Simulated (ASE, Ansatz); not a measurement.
# Convergence of a linear-scaling basis for twisted Ti2CO2 MXene alternating trilayer, 27.80° (585 atoms)

Aim: test how closely localised support functions follow the reference on twisted Ti2CO2 MXene alternating trilayer, 27.80° (585 atoms), and at what cost. A setting counts as converged where the r.m.s. difference of forces stays under 1 % of the r.m.s. force.

Calculated with Ansatz 0.2.0; Kohn-Sham DFT, r2SCAN+D4, PAW (set soft_2), plane waves.

## Step 1: The structure

The cell holds 585 atoms: 117 C, 234 Ti and 234 O. Its edges and angles: a = 18.922 Å, b = 18.922 Å, c = 31.110 Å, α = 90.0°, β = 90.0°, γ = 120.0°. It derives from Ti2CO2 (Ti2CO2 MXene). Ti2CO2 MXene (a = 3.03 Å) under Ti2CO2 MXene (a = 3.03 Å), alternating trilayer, commensurate cell of 39 unit cells a layer, twist 27.80 deg; facing planes 2.9, 2.89 Å apart; 12 Å of vacuum; layers as built, displaced by a Gaussian of 0.01 Å. Regions: layer 1, 195 atoms (39 C, 78 Ti and 78 O); layer 2, 195 atoms (39 C, 78 Ti and 78 O); layer 3, 195 atoms (39 C, 78 Ti and 78 O). Vacuum lies along c.

Limits known from the start: Beside vacuum, support functions can miss their usual error bounds without a warning. The main run has no spin polarisation, so moments on Ti can't form in it, and no Hubbard term. Sampling is at Γ alone, for a cell whose shortest periodic width is 16 Å.

## Step 2: Plane-wave single point

This run is the reference for what follows, at a cutoff of 500 eV.

Input file input.yaml:

```yaml
crystal:
  lattice:
    - [18.9223, 0.0, 0.0]
    - [-9.46115, 16.38719, 0.0]
    - [0.0, 0.0, 31.11]
  atoms:
    - { symbol: C, position: [0.02495, 0.5894, 0.2643] }
    - { symbol: Ti, position: [0.10281, 0.69219, 0.30633] }
    - { symbol: Ti, position: [0.12902, 0.61505, 0.22285] }
    - { symbol: O, position: [0.12887, 0.61686, 0.33614] }
    - { symbol: O, position: [0.10194, 0.69229, 0.19279] }
    - { symbol: C, position: [0.0758, 0.7684, 0.26448] }
    - { symbol: Ti, position: [0.15436, 0.87268, 0.30643] }
    - { symbol: Ti, position: [0.17918, 0.79471, 0.22217] }
    - { symbol: O, position: [0.17918, 0.79527, 0.335] }
    - { symbol: O, position: [0.15507, 0.873, 0.19281] }
    - { symbol: C, position: [0.12851, 0.94915, 0.26395] }
    - { symbol: Ti, position: [0.20391, 0.05091, 0.30686] }
    - { symbol: Ti, position: [0.23048, 0.97454, 0.22194] }
    - { symbol: O, position: [0.23005, 0.97415, 0.33525] }
    - { symbol: O, position: [0.20504, 0.05207, 0.19297] }
    - { symbol: C, position: [0.00027, 0.99939, 0.26466] }
    - { symbol: Ti, position: [0.07663, 0.10299, 0.30637] }
    - { symbol: Ti, position: [0.10217, 0.02481, 0.2218] }
    - { symbol: O, position: [0.10212, 0.02541, 0.33539] }
    - { symbol: O, position: [0.07709, 0.10297, 0.19289] }
    - { symbol: C, position: [0.05142, 0.17923, 0.26452] }
    - { symbol: Ti, position: [0.12834, 0.28256, 0.30659] }
    - { symbol: Ti, position: [0.1536, 0.20381, 0.22232] }
    - { symbol: O, position: [0.15391, 0.20521, 0.33554] }
    - { symbol: O, position: [0.12946, 0.28239, 0.19287] }
    - { symbol: C, position: [0.10229, 0.35909, 0.26456] }
    - { symbol: Ti, position: [0.18012, 0.46145, 0.30657] }
    - { symbol: Ti, position: [0.20525, 0.38462, 0.22228] }
    - { symbol: O, position: [0.20625, 0.38524, 0.33583] }
    - { symbol: O, position: [0.18058, 0.46255, 0.1925] }
    - { symbol: C, position: [0.1543, 0.53829, 0.26408] }
    - { symbol: Ti, position: [0.23074, 0.64112, 0.30639] }
    [... 547 atom lines left out ...]
    - { symbol: O, position: [0.00059, 0.33345, 0.66426] }
    - { symbol: C, position: [0.97405, 0.40926, 0.73601] }
    - { symbol: Ti, position: [0.05083, 0.51225, 0.77812] }
    - { symbol: Ti, position: [0.07671, 0.43567, 0.69404] }
    - { symbol: O, position: [0.07659, 0.43503, 0.80713] }
    - { symbol: O, position: [0.052, 0.51293, 0.66456] }
kpoints:
  mp_grid: { grid: [1, 1, 1] }
hamiltonian:
  xc: r2scan
  dispersion: d4
scf:
  occupations: { method: gaussian, width: 0.025 }
output:
  forces: true
  populations: true
  dos:
    method: { smearing: { sigma: 0.15 } }
    de: 0.1
    projected: { site_lists: { C: [C], O: [O], Ti: [Ti] } }
  eigenvalues: true
```

On the command line:

```
> ansatz run input.yaml --threads 32 --pin off --max-ram 92160MiB --backend cuda --events-out ev --progress --plain --runs-dir out --max-vram 78GiB
```

Log:

```text
Engine: ansatz 0.2.0, aarch64-unknown-linux-gnu
Pseudopotentials: kind: paw
Pseudopotential: C, paw, valence charge 4, recommended cutoff 500 eV (meta_gga), C.paw.azcp
Pseudopotential: Ti, paw, valence charge 12, recommended cutoff 500 eV (meta_gga), Ti.paw.azcp
Pseudopotential: O, paw, valence charge 6, recommended cutoff 500 eV (meta_gga), O.paw.azcp
[... 6 lines on functional and potentials left out ...]
device memory: the entry about to start is reckoned to put 75.2 GiB on a device that reports 180.7 GiB free (of which the cap on the GPU budget leaves the run 78.0 GiB)
GPU FFT provider: cuFFT
GPU libraries: cuBLAS 13.8.1, cuFFT 12.4.0, cuSOLVER 12.3.2
GPU matrix products: emulated (plane waves: as basis.precision tells), large ones in fixed point in workspaces of 1.00 GiB
Crystal: 585 atoms, lattice volume = 9646.692 Å³
Basis set: ecut = 500 eV, 245069 PW (Γ), exchange–correlation on 576×576×960 points (64 copies of the dense FFT grid, shifted against one another)
Bands: 2925, of which v1, the nominal top of the filled ones, is band 2340 counted from 1 (2339 counted from 0)
Symmetry: 1 space group operations
Space group: P1 (ITA 1), of the structure as read, at distance tolerance 2.1e-4 Å
k-points: 1
[... 10 lines on functional and potentials left out ...]
Initial density: superposition of atomic densities (neutral atoms: chi_scale 0, normalization atom), corrected by the library's trained network
Initial wavefunctions: pseudopotential atomic-orbital guess
GPU buffer pool allocated for 4976640 grid points (all kernels)
GPU transforms: local potential: pruned to the plane-wave sphere, on 144×144×225; band sums: pruned to the plane-wave sphere, on 144×144×240
Functional: x = r2scan, c = r2scan; τ floored in thin density (d = 2e-4 eV/Å³)
SCF iter   1: F=—  HF=-749258.504006 eV  |F-HF|=—  |Δ(HF+E_count)|=         —  Δρ=2.37e-2  dr2=7.19e1  dr2_τ=4.22e1  ethr=1.77e-3  ⟨swp⟩=6.0  Hψ=11823  notcnv=0  defer=430
preconditioner: auto → Resta (q_TF=auto, 2.418 Å⁻¹)  ε∞=5.3  [insulator: Δε(μ)=0.617 eV  Ē_g=9.641 eV  σ=0.025 eV  W_gap=1.00  n_scr=2308 (ndim 8)  ℏωp=20.0 eV  f_vac=0.357  D(μ)=0.00/eV (n_scr^D=0)  ε∞_Penn≈5.3  vacuum switching on, ρ_ref=6.7e-3 e/Å³]
SCF iter   2: F=—  HF=-749266.147129 eV  |F-HF|=—  |Δ(HF+E_count)|=    7.64e0  Δρ=1.30e-2  dr2=1.17e1  dr2_τ=4.06e0  ethr=1.54e-3  ⟨swp⟩=3.0  Hψ=5736  notcnv=0  defer=553
SCF iter   3: F=—  HF=-749264.705667 eV  |F-HF|=—  |Δ(HF+E_count)|=    1.44e0  Δρ=3.99e-3  dr2=1.89e0  dr2_τ=6.57e-2  ethr=2.50e-4  ⟨swp⟩=4.0  Hψ=7176  notcnv=0  defer=565
SCF iter   4: F=—  HF=-749264.905797 eV  |F-HF|=—  |Δ(HF+E_count)|=   2.00e-1  Δρ=2.35e-3  dr2=9.00e-1  dr2_τ=7.05e-2  ethr=4.03e-5  ⟨swp⟩=8.0  Hψ=4540  notcnv=0  defer=567
SCF iter   5: F=—  HF=-749264.788449 eV  |F-HF|=—  |Δ(HF+E_count)|=   1.17e-1  Δρ=8.30e-4  dr2=1.05e-1  dr2_τ=4.97e-3  ethr=1.92e-5  ⟨swp⟩=4.0  Hψ=3762  notcnv=0  defer=553
SCF iter   6: F=—  HF=-749264.825088 eV  |F-HF|=—  |Δ(HF+E_count)|=   3.66e-2  Δρ=4.36e-4  dr2=2.64e-2  dr2_τ=1.83e-3  ethr=2.25e-6  ⟨swp⟩=2.0  Hψ=3808  notcnv=0  defer=553
SCF iter   7: F=—  HF=-749264.804045 eV  |F-HF|=—  |Δ(HF+E_count)|=   2.10e-2  Δρ=2.46e-4  dr2=9.03e-3  dr2_τ=5.27e-4  ethr=5.64e-7  ⟨swp⟩=2.0  Hψ=3453  notcnv=0  defer=553
SCF iter   8: F=—  HF=-749264.806557 eV  |F-HF|=—  |Δ(HF+E_count)|=   2.51e-3  Δρ=8.89e-5  dr2=1.68e-3  dr2_τ=7.10e-5  ethr=1.93e-7  ⟨swp⟩=2.0  Hψ=3713  notcnv=0  defer=553
SCF iter   9: F=—  HF=-749264.806882 eV  |F-HF|=—  |Δ(HF+E_count)|=   3.25e-4  Δρ=4.68e-5  dr2=4.54e-4  dr2_τ=2.28e-5  ethr=3.58e-8  ⟨swp⟩=3.0  Hψ=3945  notcnv=0  defer=553
SCF iter  10: F=—  HF=-749264.840743 eV  |F-HF|=—  |Δ(HF+E_count)|=   3.39e-2  Δρ=2.38e-5  dr2=1.13e-4  dr2_τ=4.91e-6  ethr=9.71e-9  ⟨swp⟩=2.0  Hψ=4358  notcnv=0  defer=553
SCF iter  11: F=—  HF=-749264.840789 eV  |F-HF|=—  |Δ(HF+E_count)|=   4.54e-5  Δρ=1.76e-5  dr2=4.98e-5  dr2_τ=3.12e-6  ethr=2.42e-9  ⟨swp⟩=2.0  Hψ=3774  notcnv=0  defer=553
SCF iter  12: F=—  HF=-749264.840786 eV  |F-HF|=—  |Δ(HF+E_count)|=   2.52e-6  Δρ=6.44e-6  dr2=6.47e-6  dr2_τ=4.11e-7  ethr=1.06e-9  ⟨swp⟩=3.0  Hψ=3845  notcnv=0  defer=553
SCF iter  13: F=—  HF=-749264.840787 eV  |F-HF|=—  |Δ(HF+E_count)|=   9.54e-7  Δρ=2.49e-6  dr2=1.04e-6  dr2_τ=4.93e-8  ethr=1.38e-10  ⟨swp⟩=3.0  Hψ=4593  notcnv=0  defer=553
SCF iter  14: F=—  HF=-749264.840788 eV  |F-HF|=—  |Δ(HF+E_count)|=   5.20e-7  Δρ=1.80e-6  dr2=8.11e-7  dr2_τ=2.91e-8  ethr=2.22e-11  ⟨swp⟩=2.0  Hψ=3774  notcnv=0  defer=553
SCF iter  15: F=—  HF=-749264.840788 eV  |F-HF|=—  |Δ(HF+E_count)|=   2.93e-8  Δρ=8.90e-7  dr2=1.35e-7  dr2_τ=6.74e-9  ethr=1.73e-11  ⟨swp⟩=3.0  Hψ=3423  notcnv=0  defer=553
SCF iter  16: F=-749264.840788 eV  HF=-749264.840788 eV  |F-HF|=4.45e-8  |Δ(HF+E_count)|=   4.05e-8  Δρ=6.12e-7  dr2=6.29e-8  dr2_τ=3.62e-9  ethr=2.14e-12  ⟨swp⟩=12.0  Hψ=13747  notcnv=0
SCF 1 converged in 16 iterations: F = -749264.840788 eV  dr2 = 6.29e-8
  greatest PAW one-centre occupation: 1.000 electrons in one spin orbital (limit 2), on the Ti atom at site 217 (counted from 0), in its partial waves of l = 1
SCF converged after 16 iterations
Free energy (F): -749264.840788 eV
Harris-Foulkes:  -749264.840788 eV  (|F-HF|=4.45e-8)
Internal energy: -749264.840788 eV  (E = F + TS)
E sigma→0 (E₀):  -749264.840788 eV
Fermi energy:    5.705884 eV
--- Per-component energies (eV) ---
  E_band       = -72586.661275
  E_kinetic    = 115424.875148
  E_local      = -3528449.468892  (includes V_loc(G=0)·N_el)
  E_nonlocal   = 14867.600547
  E_hartree    = 1718018.994066
  E_xc         = -44824.625216
  E_vxc        = -63980.162856  (∫ρ·V_xc dr)
  E_paw        = -295932.710424  (= ΣΔE_a)
  E_vpaw       = -50654.964432  (= ΣTr[D̂ρ^β])
  E_aug_tail   = 0.281792  (compensation charges beyond the density's cutoff)
  E_vtau       = 4167.303883  (kinetic-family band-sum trace: ∫τ·v_τ [+ j·A + Jᵃ·Aᵃ] dr)
  E_ewald      = 1271741.884167
  E_disp       = -41.990300  (pairwise vdW)
  E_core_change = -69.681674  (= ΣΔE_core)
  E_smearing   = -0.000000  (= −TS)
  E_closure    = -0.000000  (closes the sum)
  Σ components = -749264.840788   (vs F -749264.840788, Δ=0.00e0)
--- Forces (eV/Å), atoms counted from 1 ---
[... 585 lines of forces left out ...]
  max |Σ_I F_I| component: 3.92e-4 eV/Å
--- Band table (eV) ---
[... left out ...]
--- Löwdin populations: 585 sites ---
  site symbol       q [e]
[... 585 lines, one an atom, left out ...]
  spilling = 0.003624 (of n_electrons = 4680.000000)
```

Run time: 40 s. Hardware: 1 × NVIDIA GB200 with 32 threads of Arm Neoverse V2, shared host; peak memory 9 GiB.

Reading the cycles: dr2 is the Hartree energy of the density residual (eV), the measure of convergence; HF is the Harris–Foulkes estimate of the energy, which meets the free energy F at convergence.

That memory is the host's; the program planned up to 75.2 GiB on the GPU. Forces of this run were stored rounded, and per-atom blocks of the log weren't kept.

Numbers from this run:

```
free energy                                      : -749264.8408 eV
free energy per atom                             : -1280.7946 eV/atom
SCF cycles                                       : 16
r.m.s. force component                           : 0.2267 eV/Å
longest force                                    : 0.7765 eV/Å
Fermi energy                                     : 5.706 eV
gap (highest filled to lowest empty level) : 0.5233 eV
spilling of the projection                       : 0.003624
```

Length of the force by element:

```csv
element,coordination,atoms,mean length of the force (eV/Å),spread,least,most
C,all,117,0.272,0.109,0.0588,0.580
O,all,234,0.421,0.143,0.0553,0.776
Ti,all,234,0.350,0.149,0.0284,0.762
```

Löwdin charges by element (they lack the spilled electrons, 0.029 e an atom on average):

| element | coordination | atoms | mean charge (e) | spread | least | most |
| --- | --- | --- | --- | --- | --- | --- |
| C | all | 117 | -0.964 | 0.0023 | -0.97 | -0.957 |
| O | all | 234 | -0.651 | 0.0047 | -0.664 | -0.637 |
| Ti | all | 234 | 1.21 | 0.0044 | 1.20 | 1.22 |

By region:

```csv
region,atoms,mean length of the force (eV/Å)
layer 1,195,0.357
layer 2,195,0.36
layer 3,195,0.371
```

Density of states as counts of states in windows of 1 eV (from the Fermi level), total and some projections:

```
from (eV)  to (eV)  total    O p    C p   C s
      -18      -13    0.0    0.0    0.0   0.0
      -13      -12    5.1    0.1    0.0   3.0
      -12      -11  113.7    2.1    1.9  67.0
      -11      -10  115.3    1.1    0.8  79.4
      -10       -7    0.0    0.0    0.0   0.0
       -7       -6  215.9  119.0   25.3   1.0
       -6       -5  632.3  401.9   52.0   2.5
       -5       -4  556.6  396.6   31.5   7.4
       -4       -3  223.0   75.3   71.2   0.4
       -3       -2  271.8   69.5  118.5   0.8
       -2       -1  193.1   49.2   84.7   0.5
       -1        0   13.5    4.1    7.0   0.0
        0        1  217.4   30.7    6.6   1.3
        1        2  509.4   29.1   15.3   0.6
```

Between -26 and -18 eV lie 468 more states.

About 1872 of the 4680 electrons lie in deeper levels, below the stored range.

Not all projections were asked for or kept, so they needn't add up to the total.

The levels nearest the highest filled one (over half full), pooled over k-points and spins:

| level less the highest filled one (eV) | occupation |
| --- | --- |
| -0.0173 | 2 |
| -0.0084 | 2 |
| -0.0069 | 2 |
| -0.0064 | 2 |
| -0.0051 | 2 |
| 0 | 2 |
| 0.523 | 0 |
| 0.537 | 0 |
| 0.540 | 0 |
| 0.541 | 0 |
| 0.542 | 0 |
| 0.547 | 0 |

Mean Löwdin charges: C -0.96, O -0.65, Ti +1.21 e (they miss 0.36 % of the electrons, so they add up to more than the cell's charge).

## Step 3: Local order

These statistics describe the geometry on which the runs were made.

Normalised to the volume that the atoms fill. g(r), total and by pair (bins of 0.2 Å):

```csv
r (Å),total,O-O,O-Ti,O-C,Ti-Ti,Ti-C,C-C
1.90,2.67,0.00,8.35,0.00,0.00,0.00,0.00
2.10,2.01,0.00,0.26,0.00,0.00,12.00,0.00
2.30,0.33,0.00,0.00,0.00,0.00,2.04,0.00
2.50,0.00,0.00,0.00,0.00,0.00,0.00,0.00
2.70,0.04,0.00,0.00,0.22,0.00,0.00,0.00
2.90,1.38,0.31,0.00,8.15,0.14,0.00,0.13
3.10,3.50,7.74,0.00,0.00,10.52,0.00,14.45
3.30,0.04,0.26,0.00,0.00,0.00,0.00,0.00
3.50,0.48,0.41,1.30,0.00,0.00,0.00,0.00
3.70,1.48,0.15,2.16,0.00,0.00,4.80,0.00
3.90,0.15,0.45,0.25,0.00,0.00,0.00,0.00
4.10,0.78,0.20,0.41,3.90,0.00,0.00,0.00
4.30,0.34,0.19,0.11,0.00,1.71,0.00,0.00
4.50,0.20,0.42,0.40,0.00,0.04,0.00,0.00
4.70,2.46,1.58,6.21,0.00,0.08,1.30,0.00
4.90,0.90,0.25,0.32,0.00,0.22,4.47,0.00
5.10,0.99,0.36,0.13,5.24,0.33,0.00,0.00
5.30,1.55,2.46,0.29,0.43,4.97,0.00,4.86
5.50,0.22,0.32,0.19,0.48,0.22,0.00,0.00
5.70,0.36,1.23,0.18,0.49,0.15,0.00,0.00
5.90,0.18,0.20,0.23,0.23,0.21,0.00,0.00
6.10,1.01,2.03,0.19,0.56,2.05,0.37,3.64
6.30,1.35,0.45,3.53,0.25,0.24,0.40,0.00
6.50,1.01,1.53,0.37,0.38,0.09,3.57,0.00
6.70,0.75,0.15,0.34,3.33,0.24,0.27,0.00
6.90,0.61,0.23,0.57,0.34,1.62,0.47,0.00
7.10,1.05,0.16,2.19,0.37,0.11,1.54,0.00
7.30,0.48,0.27,0.24,1.47,0.33,0.40,0.26
```

Bonds by pair of elements; cutoffs follow the first minimum of g(r), held within bounds set by covalent radii, and pairs that aren't listed don't count as bonded:

```
pair A-B  cutoff (Å)  bonds  mean length (Å)  spread (Å)  shortest (Å)  B about A  A about B
    O-Ti        2.64    702             1.97       0.014          1.92          3          3
    Ti-C        2.64    702             2.19       0.014          2.14          3          6
```

How many atoms have how many bonded neighbours:

```
element  mean    3    6
      C     6    0  117
      O     3  234    0
     Ti     6    0  234
```

Bond angles, per cent of each kind in bins of 5°:

| angle (°) | C-Ti-O | Ti-C-Ti | Ti-O-Ti | O-Ti-O | C-Ti-C |
| --- | --- | --- | --- | --- | --- |
| 80–85 | 11.7 | 0.0 | 0.0 | 0.0 | 0.0 |
| 85–90 | 55.0 | 40.0 | 0.0 | 0.0 | 100.0 |
| 90–95 | 0.0 | 40.0 | 0.0 | 0.0 | 0.0 |
| 95–100 | 0.0 | 0.0 | 25.5 | 24.9 | 0.0 |
| 100–105 | 0.0 | 0.0 | 74.5 | 75.1 | 0.0 |
| 105–110 | 0.0 | 0.0 | 0.0 | 0.0 | 0.0 |
| 110–115 | 0.0 | 0.0 | 0.0 | 0.0 | 0.0 |
| 115–120 | 0.0 | 0.0 | 0.0 | 0.0 | 0.0 |
| 120–125 | 0.0 | 0.0 | 0.0 | 0.0 | 0.0 |
| 125–130 | 0.0 | 0.0 | 0.0 | 0.0 | 0.0 |
| 130–135 | 0.0 | 0.0 | 0.0 | 0.0 | 0.0 |
| 135–140 | 0.0 | 0.0 | 0.0 | 0.0 | 0.0 |
| 140–145 | 0.0 | 0.0 | 0.0 | 0.0 | 0.0 |
| 145–150 | 0.0 | 0.0 | 0.0 | 0.0 | 0.0 |
| 150–155 | 0.0 | 0.0 | 0.0 | 0.0 | 0.0 |
| 155–160 | 0.0 | 0.0 | 0.0 | 0.0 | 0.0 |
| 160–165 | 0.0 | 0.0 | 0.0 | 0.0 | 0.0 |
| 165–170 | 5.6 | 0.0 | 0.0 | 0.0 | 0.0 |
| 170–175 | 27.7 | 0.0 | 0.0 | 0.0 | 0.0 |
| 175–180 | 0.0 | 20.0 | 0.0 | 0.0 | 0.0 |

Bond angles (no mean is given where the spread exceeds 20°):

| angle | count | mean (°) | spread (°) |
| --- | --- | --- | --- |
| C-Ti-O | 2106 | - | - |
| Ti-C-Ti | 1755 | - | - |
| Ti-O-Ti | 702 | 100 | 0.6 |
| O-Ti-O | 702 | 100 | 0.6 |
| C-Ti-C | 702 | 87.8 | 0.5 |

Counting bonds as in the table, all C atoms have 6, all O atoms have 3 and all Ti atoms have 6 bonded neighbours.

(Continued in part 2 of 2.)

[Logs are printed without paths, hosts, clocks, repeated set-up lines and the standing remarks that a program may print on its own settings, such as how far it seeks lower states.]

[Hosts, paths, dates, database ids (printed as entryN), source tags and the programs' standing remarks are cut or masked in the printed files.]
